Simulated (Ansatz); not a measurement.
# In (I4/mmm, 1 atom in the cell): phonons and vibrational spectra

The cell of In (I4/mmm, 1 atom in the cell) is at rest. What are its phonons?

Main program and level: Ansatz 0.2.0; DFT PBEsol, scalar-relativistic, plane waves, PAW.

## 1. Set-up

Symmetry: I4/mmm, No. 139, tetragonal system. Conventional cell: a = 3.189 Å, b = 3.189 Å, c = 5.022 Å, α = 90.00°, β = 90.00°, γ = 90.00°. Nearest to In lie 12 In at 3.19 to 3.37 Å.

## 2. Phonons on a q mesh

The cell comes from relaxations at this level that are not shown. Stability and thermal properties need the whole zone. Linear response on a 4×4×4 q mesh gives force constants as far as a supercell of that size would.

The input, input.yaml:

```yaml
crystal:
  lattice:
    - [-1.5945393832, 1.5945393832, 2.5108813444]
    - [1.5945393832, -1.5945393832, 2.5108813444]
    - [1.5945393832, 1.5945393832, -2.5108813444]
  atoms:
    - { symbol: In, position: [0.0, 0.0, 0.0] }
kpoints:
  mp_grid: { grid: [16, 16, 16] }
hamiltonian:
  xc: pbesol
scf:
  occupations: { method: methfessel_paxton, width: 0.15 }
output:
  eigenvalues: true
phonons:
  method: dfpt
  qmesh: [4, 4, 4]
  temperatures: { t_max: 1000, t_step: 50 }
  qpath:
    path:
      - [[0.0, 0.0, 0.0], [0.0, 0.0, 0.5], [0.25, 0.25, 0.25], [0.0, 0.5, 0.0], [0.0, 0.0, 0.0], [0.5, 0.5, -0.5], [0.35082265, 0.64917735, -0.35082265]]
      - [[-0.35082265, 0.35082265, 0.35082265], [0.0, 0.0, 0.0]]
      - [[0.0, 0.0, 0.5], [-0.20164531, 0.20164531, 0.5]]
      - [[0.5, 0.5, -0.20164531], [0.5, 0.5, -0.5]]
    npoints: 10
```

Launch:

```bash
$ ansatz run input.yaml --threads 4 --pin off --max-ram 7168MiB --backend cpu --events-out ev --progress --plain --runs-dir out
```

Numbers of over 12 decimals in the logs are rounded to 6 here.

Log:

```text
Engine: ansatz 0.2.0, aarch64-unknown-linux-gnu
Pseudopotentials: kind: paw
Pseudopotential: In, paw, valence charge 13, recommended cutoff 420 eV (normal), In.paw.azcp
Functional definition: PBEsol
  exchange = pbesol_x
  correlation = pbesol_c
Crystal: 1 atoms, lattice volume = 25.536 Å³
Basis set: ecut = 420 eV, 501 PW (Γ), exchange–correlation on 48×48×48 points (8 copies of the dense FFT grid, shifted against one another)
Bands: 11, of which v1, the nominal top of the filled ones, is band 7 counted from 1 (6 counted from 0)
Symmetry: 16 space group operations
k-points: 349 of 4096
Non-local potential: In, projectors of the file, l = 0: 2, l = 1: 2, l = 2: 2, l = 3: 2
PAW form: soft (Blöchl's): semilocal exchange-correlation on the pseudo side does not see the compensation charge
PAW frozen core: In, regenerated for the run's functional, and the local potential with it (the file was generated under x = pbe(κ = 0.804, μ = 0.219515), c = pbe(β = 0.066725))
PAW one-centre angular grid: In, 590 points (default); XC on 64 Gauss nodes
Initial density: superposition of atomic densities (neutral atoms: chi_scale 0, normalization atom), corrected by the library's trained network
Initial wavefunctions: pseudopotential atomic-orbital guess
Functional: x = pbesol(κ = 0.804, μ = 0.123457), c = pbesol(β = 0.046)
SCF iter   1: F=—  HF=-5525.411591 eV  |F-HF|=—  |Δ(HF+E_count)|=         —  Δρ=3.21e-3  dr2=2.47e-3  ethr=1.77e-3  ⟨swp⟩=5.0  Hψ=22494  notcnv=0
preconditioner: auto → none  [metal: Δε(μ)=0.029 eV  Ē_g=19.742 eV  σ=0.150 eV  W_gap=0.16  n_scr=8 (ndim 8)  ℏωp=26.5 eV  f_vac=0.000  D(μ)=0.30/eV (n_scr^D=0)  sad-step TF]
SCF iter   2: F=—  HF=-5525.409921 eV  |F-HF|=—  |Δ(HF+E_count)|=   1.67e-3  S|Δr|=    0.00e0  Δρ=1.28e-3  dr2=5.12e-4  ethr=1.90e-5  ⟨swp⟩=1.9  Hψ=8049  notcnv=0
SCF iter   3: F=—  HF=-5525.409709 eV  |F-HF|=—  |Δ(HF+E_count)|=   2.12e-4  S|Δr|=    0.00e0  Δρ=3.56e-4  dr2=1.56e-5  ethr=3.94e-6  ⟨swp⟩=2.0  Hψ=5901  notcnv=0  defer=1
SCF iter   4: F=—  HF=-5525.409704 eV  |F-HF|=—  |Δ(HF+E_count)|=   4.90e-6  S|Δr|=    0.00e0  Δρ=7.23e-5  dr2=1.17e-6  ethr=1.20e-7  ⟨swp⟩=2.0  Hψ=5781  notcnv=0
SCF iter   5: F=—  HF=-5525.409704 eV  |F-HF|=—  |Δ(HF+E_count)|=   3.99e-7  S|Δr|=    0.00e0  Δρ=4.17e-6  dr2=5.82e-9  ethr=9.01e-9  ⟨swp⟩=2.0  Hψ=5791  notcnv=0
SCF iter   6: F=—  HF=-5525.409704 eV  |F-HF|=—  |Δ(HF+E_count)|=   1.54e-9  S|Δr|=    0.00e0  Δρ=1.12e-6  dr2=1.62e-10  ethr=4.48e-11  ⟨swp⟩=2.1  Hψ=5812  notcnv=0
SCF iter   7: F=-5525.409704 eV  HF=-5525.409704 eV  |F-HF|=2.73e-12  |Δ(HF+E_count)|=  4.55e-12  S|Δr|=    0.00e0  Δρ=1.48e-7  dr2=2.77e-12  ethr=1.00e-12  ⟨swp⟩=7.3  Hψ=19408  notcnv=0
SCF 1 converged in 7 iterations: F = -5525.409704 eV  dr2 = 2.77e-12
  greatest PAW one-centre occupation: 0.982 electrons in one spin orbital (limit 2), on the In atom at site 0 (counted from 0), in its partial waves of l = 2
NSCF: frozen V_eff on 349 k-points
WARN: eigensolver did not converge in 14 slots of this pass, the one above among them; of largest residual over every band (k=0): 1 band(s) unlocked (lowest unlocked band 10, counted from 0; max residual 4.41e-3 eV among the unlocked bands, 4.41e-3 eV over every band); of lowest unlocked band (k=0): band 10
NSCF: frozen V_eff on 621 k-points
DFPT response loops at q = (0, 0, 0) (fractional): preconditioner auto → Kerker (q_TF=auto, 2.438 Å⁻¹) (partly filled bands, converged f_vac=0.000); β = 1.00, the filter's whole step (`scf.mixing.beta` (0.50) is not read by the response loops under this deck's `scf.mixing.preconditioner`; to damp them name `kerker` or `kerker_dos`, under which they read `scf.mixing.beta`, and type it under 1.00, their step now; both keys bind the ground state too); Broyden in place of MSR1
NSCF: frozen V_eff on 4352 k-points
DFPT response loops at q = (0, 0, 0.25) (fractional): mixed as the last ones told, above
NSCF: frozen V_eff on 2196 k-points
DFPT response loops at q = (0, 0, -0.5) (fractional): mixed as the last ones told, above
NSCF: frozen V_eff on 4352 k-points
DFPT response loops at q = (0, 0.25, 0) (fractional): mixed as the last ones told, above
NSCF: frozen V_eff on 8192 k-points
DFPT response loops at q = (0, 0.25, 0.25) (fractional): mixed as the last ones told, above
NSCF: frozen V_eff on 2196 k-points
DFPT response loops at q = (0, -0.5, 0) (fractional): mixed as the last ones told, above
NSCF: frozen V_eff on 8192 k-points
DFPT response loops at q = (0, -0.5, 0.25) (fractional): mixed as the last ones told, above
NSCF: frozen V_eff on 2096 k-points
DFPT response loops at q = (0.25, 0.25, 0.25) (fractional): mixed as the last ones told, above
NSCF: frozen V_eff on 2320 k-points
DFPT response loops at q = (0.25, 0.25, -0.25) (fractional): mixed as the last ones told, above
NSCF: frozen V_eff on 4352 k-points
DFPT response loops at q = (0.25, -0.5, -0.5) (fractional): mixed as the last ones told, above
NSCF: frozen V_eff on 2320 k-points
DFPT response loops at q = (0.25, -0.25, 0.25) (fractional): mixed as the last ones told, above
NSCF: frozen V_eff on 4352 k-points
DFPT response loops at q = (0.25, -0.25, -0.5) (fractional): mixed as the last ones told, above
NSCF: frozen V_eff on 1242 k-points
DFPT response loops at q = (-0.5, -0.5, -0.5) (fractional): mixed as the last ones told, above
SCF converged after 7 iterations
Stability not checked: this state was not tested for a lower state beside it, because cold or Methfessel-Paxton smearing, or corrected tetrahedra, fill the levels in a way that the test cannot read (fill_not_monotonic; see scf.lower_state_search)
Free energy (F): -5525.409704 eV
Harris-Foulkes:  -5525.409704 eV  (|F-HF|=2.73e-12)
Internal energy: -5525.410190 eV  (E = F + TS)
E sigma→0 (E₀):  -5525.409825 eV
Entropy (-TS):   0.000486 eV (0.486 meV/atom)
Fermi energy:    10.421918 eV
--- Per-component energies (eV) ---
  E_band       = -20.802346
  E_kinetic    = 241.901033
  E_local      = -1061.638251  (includes V_loc(G=0)·N_el)
  E_nonlocal   = 367.380854
  E_hartree    = 415.415207
  E_xc         = -214.245417
  E_vxc        = -100.675005  (∫ρ·V_xc dr)
  E_paw        = -4081.402204  (= ΣΔE_a)
  E_vpaw       = -298.601379  (= ΣTr[D̂ρ^β])
  E_aug_tail   = 0.000025  (compensation charges beyond the density's cutoff)
  E_ewald      = -1193.057339
  E_core_change = 0.235902  (= ΣΔE_core)
  E_smearing   = 0.000486  (= −TS)
  E_closure    = 0.000000  (closes the sum)
  Σ components = -5525.409704   (vs F -5525.409704, Δ=0.00e0)
--- Band table (eV; the first three rows and the last of 349) ---
  k-point 0: bands = [... 3 lower, -4.0584, -3.8946, 0.6970, 21.1705, 21.1705, 21.3989, 22.1206, 24.6080]
  k-point 1: bands = [... 3 lower, -4.0520, -3.9038, 0.8215, 20.3642, 20.6104, 20.7019, 21.5627, 25.0003]
  k-point 2: bands = [... 3 lower, -4.0376, -3.9280, 1.1974, 18.9283, 19.2238, 19.7080, 20.6216, 24.9218]
  k-point 348: bands = [... 3 lower, -3.7791, -3.7791, 7.1215, 7.4665, 15.5493, 15.5493, 19.0371, 19.1575]
--- Phonons (Γ-DFPT): 2 representative perturbations + reference (Σ response iterations 5) ---
  ASR residual: 5.564e-5 → 0.000e0 eV/Å²; symmetrization residual: 1.208e-12 eV/Å²
  ASR residual per site (eV/Å²): 5.56e-5
  Γ frequencies (cm⁻¹): 0.00 0.00 0.00
--- Phonons (arbitrary-q DFPT): 13 irreducible q on the 4×4×4 mesh ---
  q = [0.0000, 0.0000, 0.0000] (star 1, of the zone-centre solve; hermiticity 1.49e-8, symmetrization 1.43e-8): -0.00 0.00 0.00
  q = [0.0000, 0.0000, 0.2500] (star 4, 2 solved perturbations in 3336 linear systems a pass and spin channel, the states on 2176 of 4096 k-point pairs; hermiticity 6.69e-13, symmetrization 4.10e-12): 31.53 51.81 85.81
  q = [0.0000, 0.0000, -0.5000] (star 2, 2 solved perturbations in 1719 linear systems a pass and spin channel, the states on 1098 of 4096 k-point pairs; hermiticity 6.89e-9, symmetrization 3.08e-9): 48.01 83.76 120.07
  q = [0.0000, 0.2500, 0.0000] (star 8, 3 solved perturbations on 2176 of 4096 k-point pairs; hermiticity 8.04e-6, symmetrization 2.36e-13): 19.91 26.82 79.77
  q = [0.0000, 0.2500, 0.2500] (star 16, 3 solved perturbations on 4096 of 4096 k-point pairs: no pair is spared here; hermiticity 1.76e-6, symmetrization 3.11e-16): 47.67 70.26 110.89
  q = [0.0000, -0.5000, 0.0000] (star 4, 3 solved perturbations on 1098 of 4096 k-point pairs; hermiticity 2.28e-6, symmetrization 2.75e-8): 22.59 39.00 120.53
  q = [0.0000, -0.5000, 0.2500] (star 8, 2 solved perturbations in 6272 linear systems a pass and spin channel, the states on 4096 of 4096 k-point pairs; hermiticity 1.10e-5, symmetrization 4.16e-13): 39.60 73.05 92.92
  q = [0.2500, 0.2500, 0.2500] (star 2, 2 solved perturbations in 1637 linear systems a pass and spin channel, the states on 1048 of 4096 k-point pairs; hermiticity 2.77e-13, symmetrization 3.70e-13): 51.61 104.23 104.23
  q = [0.2500, 0.2500, -0.2500] (star 2, 2 solved perturbations in 1808 linear systems a pass and spin channel, the states on 1160 of 4096 k-point pairs; hermiticity 3.91e-13, symmetrization 7.10e-13): 28.51 28.51 79.11
  q = [0.2500, -0.5000, -0.5000] (star 8, 3 solved perturbations on 2176 of 4096 k-point pairs; hermiticity 2.86e-6, symmetrization 6.81e-9): 34.11 72.37 99.41
  q = [0.2500, -0.2500, 0.2500] (star 4, 3 solved perturbations on 1160 of 4096 k-point pairs; hermiticity 4.31e-13, symmetrization 4.53e-13): 26.57 67.19 111.12
  q = [0.2500, -0.2500, -0.5000] (star 4, 2 solved perturbations in 3336 linear systems a pass and spin channel, the states on 2176 of 4096 k-point pairs; hermiticity 8.44e-7, symmetrization 3.63e-7): 73.61 84.37 93.71
  q = [-0.5000, -0.5000, -0.5000] (star 1, 2 solved perturbations in 970 linear systems a pass and spin channel, the states on 621 of 4096 k-point pairs; hermiticity 1.25e-7, symmetrization 9.95e-8): 48.35 48.35 104.37
  sum rule: each row above includes the acoustic sum rule's correction from the zone centre's row sums; it moved no ω² by more than (0.36 cm⁻¹)²
  mesh force constants: q→R imaginary residual 0.00e0; ASR residual 5.564e-5 → 0.000e0 eV/Å²; symmetrization residual 8.882e-16 eV/Å²
  interpolated dispersion: 94 rows × 3 modes
  density of states and harmonic sums: on the 24×24×28 q-mesh, interpolated from the force constants of a 4×4×4 supercell (no non-analytic term)
  largest difference from the sums on the solved wave vectors: F 1.11e-2 eV, S 1.50e-5 and C_V 3.92e-6 eV/K
  zero-point energy: 0.012386 eV/cell   skipped modes (ω ≤ 0): 10, of them read as no rigid motion or as one in doubt: 7 (1.240e-3 modes/cell left out, lowest -4.21 cm⁻¹)   left out of the sums: 4.75e-4 of the cell's modes: C_V's classical limit lies that fraction below 3 k_B per atom; for a crystal, a wire or a layer, F and S can be off by more, and a phonons.interpolated_qmesh denser along its periods is the remedy for the sampling
```

Wall time 8.8 min (4 threads of Arm Neoverse N1, shared host); peak memory 2.8 GiB; 33 min of CPU time.

This step gave:

* volume per atom: 25.54 Å³
* gap on the k-mesh: 0 eV
* sum-rule residual before enforcement: 5.56e-5 eV/Å²
* lowest frequency on the path: -3.810 cm⁻¹
* highest frequency on the path or at a solved wavevector: 120.5 cm⁻¹
* lowest mode on the q mesh (acoustic modes at Γ apart): 19.91 cm⁻¹

Frequencies (cm⁻¹) solved at each irreducible wavevector; negative means imaginary. Frequencies by wavevector, by row:

| q in reciprocal lattice units | star | mode 1 | mode 2 | mode 3 |
| --- | --- | --- | --- | --- |
| 0 0 0 | 1 | 0 | 0 | 0 |
| 0 0 0.25 | 4 | 31.5 | 51.8 | 85.8 |
| 0 0 -0.5 | 2 | 48 | 83.8 | 120.1 |
| 0 0.25 0 | 8 | 19.9 | 26.8 | 79.8 |
| 0 0.25 0.25 | 16 | 47.7 | 70.3 | 110.9 |
| 0 -0.5 0 | 4 | 22.6 | 39 | 120.5 |
| 0 -0.5 0.25 | 8 | 39.6 | 73 | 92.9 |
| 0.25 0.25 0.25 | 2 | 51.6 | 104.2 | 104.2 |
| 0.25 0.25 -0.25 | 2 | 28.5 | 28.5 | 79.1 |
| 0.25 -0.5 -0.5 | 8 | 34.1 | 72.4 | 99.4 |
| 0.25 -0.25 0.25 | 4 | 26.6 | 67.2 | 111.1 |
| 0.25 -0.25 -0.5 | 4 | 73.6 | 84.4 | 93.7 |
| -0.5 -0.5 -0.5 | 1 | 48.4 | 48.4 | 104.4 |

Interpolated from a 4×4×4 q mesh. The phonon branches at the labelled points (cm⁻¹):

| point | branch 1 | branch 2 | branch 3 |
| --- | --- | --- | --- |
| Γ | 0 | 0 | 0 |
| halfway | 32 | 52 | 86 |
| X | 48 | 84 | 120 |
| halfway | 50 | 90 | 116 |
| P | 52 | 104 | 104 |
| halfway | 43 | 71 | 112 |
| N | 23 | 39 | 120 |
| halfway | 20 | 27 | 80 |
| Γ | 0 | 0 | 0 |
| halfway | 28 | 28 | 79 |
| M | 48 | 48 | 104 |
| halfway | 45 | 68 | 101 |
| S | 36 | 91 | 98 |
| jump to S0 | 36 | 91 | 98 |
| halfway | 24 | 41 | 94 |
| Γ | 0 | 0 | 0 |
| jump to X | 48 | 84 | 120 |
| halfway | 57 | 82 | 115 |
| R | 76 | 78 | 102 |
| jump to G′ | 76 | 78 | 102 |
| halfway | 60 | 72 | 97 |
| M | 48 | 48 | 104 |

The phonon branches as a text plot (rows in cm⁻¹; labels by their first letter):

```
    118 |        ***      ***                           **
    113 |       *   *    *   *                   *        *
    108 |      *     * **                       *          *
    102 |            **       *           ****    *            **
     97 |     *     *                    *    **              *
     92 |              *                       *   *        **
     87 |    *    **                    *     *             **
     82 |        *      *      *       *        *       ****
     76 |       *                                *  *
     71 |   *  *                                           ** *
     66 |                       *     *      *            *  *
     61 |     *          *                           *        *
     56 |  *                                *     *      *     *
     51 |    *   ******          *         *            *      **
     45 |       *      ** *               * **
     40 | * * **         ****            *    *    *  *
     35 |                    **      *  *      *
     30 |  * *                         *        **  *
     25 |   *              *** *                  ***
     20 |**                   ***   * *              * *
     14 |  *                     **                  **
      9 |*                           *                 *
      4 | *                       * *                 *
     -1 |*                         *                   *
         Γ       X   P      N      Γ       M  S|S      Γ|XR|G   M
```

Tetrahedra on a 24×24×28 mesh, mean over bins of 1 cm-1. Interpolated from a 4×4×4 q mesh. Phonon density of states against wavenumber; read off at these points:

wavenumber (cm⁻¹), phonon density of states (1/cm⁻¹/cell) and a bar:
```
    -2.50     0.0001 
     0.00     0.0004 
     2.50     0.0006 
     5.00     0.0009 
     7.50     0.0016 #
    10.00     0.0026 #
    12.50     0.0036 ##
    15.00     0.0052 ###
    17.50     0.0071 ####
    20.00     0.0103 #####
    22.50     0.0182 #########
    25.00     0.0273 ##############
    27.50     0.0287 ###############
    30.00     0.0295 ###############
    32.50     0.0315 ################
    35.00     0.0346 ##################
    37.50     0.0398 #####################
    40.00     0.0482 #########################
    42.50     0.0473 #########################
    45.00     0.0481 #########################
    47.50     0.0512 ###########################
    48.50     0.0535 ############################
    50.00     0.0484 #########################
    52.50     0.0309 ################
    55.00     0.0277 ##############
    57.50     0.0256 #############
    60.00     0.0243 #############
    62.50     0.0233 ############
    65.00     0.0225 ############
    67.50     0.0220 ###########
    70.00     0.0218 ###########
    72.50     0.0216 ###########
    75.00     0.0218 ###########
    77.50     0.0227 ############
    80.00     0.0244 #############
    82.50     0.0263 ##############
    83.50     0.0268 ##############
    85.00     0.0244 #############
    87.50     0.0211 ###########
    90.00     0.0188 ##########
    92.50     0.0218 ###########
    95.00     0.0290 ###############
    97.50     0.0325 #################
   100.00     0.0275 ##############
   102.50     0.0271 ##############
   105.00     0.0306 ################
   107.50     0.0384 ####################
   110.00     0.0532 ############################
   110.50     0.0577 ##############################
   112.50     0.0349 ##################
   115.00     0.0225 ############
   117.50     0.0141 #######
   120.00     0.0035 ##
```

Second derivatives of the energy by pair, one row for each kind of neighbour of each atom listed. Each entry sums the pair over the periodic images of the supercell that the q mesh stands for, and in a polar crystal it holds the long-range dipole part too. Force constants by pair, by row:

| atom | neighbour | distance (Å) | third of the trace (eV/Å²) | along the pair's line (eV/Å²) |
| --- | --- | --- | --- | --- |
| In1 | itself | 0 | 2.243 | – |
| In1 | In | 3.189 | -0.2769 | -1.111 |
| In1 | In | 3.375 | -0.1569 | -0.6604 |
| In1 | In | 4.51 | -0.0196 | -0.062 |
| In1 | In | 5.022 | 0.0168 | -0.0094 |
| In1 | In | 5.633 | 0.011 | 0.0309 |
| In1 | In | 5.949 | 0.0025 | 0.012 |
| In1 | In | 6.378 | 0.0227 | 0.0579 |
| In1 | In | 6.75 | -0.0122 | -0.0343 |

Symmetry leaves 13 wavevectors to solve. The lowest mode among them, the acoustic zeros apart, lies at q = (0, 0.25, 0) and is real, 19.9 cm⁻¹.

## 3. Isotope substitution

An isotope changes the mass and not the force constants, so no new electronic calculation is needed; the shifts show which modes move this element.

The same force constants with the mass of In changed from 114.818 to 112.904 u (phonopy, no LO-TO term). Both lists are sorted by frequency. Modes under 3 cm⁻¹ are left out. Isotope shifts, by row:

| q | rank | natural mass (cm⁻¹) | changed mass (cm⁻¹) |
| --- | --- | --- | --- |
| 0 0 0.25 | 1 | 31.53 | 31.8 |
| 0 0 0.25 | 2 | 51.81 | 52.25 |
| 0 0 0.25 | 3 | 85.81 | 86.54 |
| 0 0 -0.5 | 1 | 48.01 | 48.41 |
| 0 0 -0.5 | 2 | 83.76 | 84.46 |
| 0 0 -0.5 | 3 | 120.1 | 121.1 |
| 0 0.25 0 | 1 | 19.91 | 20.08 |
| 0 0.25 0 | 2 | 26.82 | 27.04 |
| 0 0.25 0 | 3 | 79.77 | 80.45 |

With one element every mode shifts by +0.84 %.

## 4. Summary of results

```yaml
space_group_within_0p01_a: I4/mmm
volume_per_atom: 25.5 Å³
electronic_character: no gap on this mesh
lowest_mode_on_the_q_mesh_acoustic_modes_at_gamma_apart: 19.9 cm⁻¹
highest_frequency_on_the_path_or_at_a_solved_wavevector: 121 cm⁻¹
imaginary_modes_on_the_4x4x4_q_mesh: none
```

In words: No mode is imaginary at the 13 irreducible wavevectors solved, but between them the interpolated path dips to 3.8i cm⁻¹, so stability is not settled. With no gap, or one that is small against the smearing, the frequencies hang on the k mesh and the smearing, most of all near Kohn anomalies. A phonon run warned that its eigensolver left some bands unconverged in a pass. These are harmonic frequencies at zero temperature: anharmonic shifts, linewidths and thermal expansion are left out.

[Logs are printed without paths, hosts, clocks, repeated set-up lines and the standing remarks that a program may print on its own settings, such as how far it seeks lower states.]

[Hosts, paths, dates, database ids (printed as entryN), source tags and the programs' standing remarks are cut or masked in the printed files.]
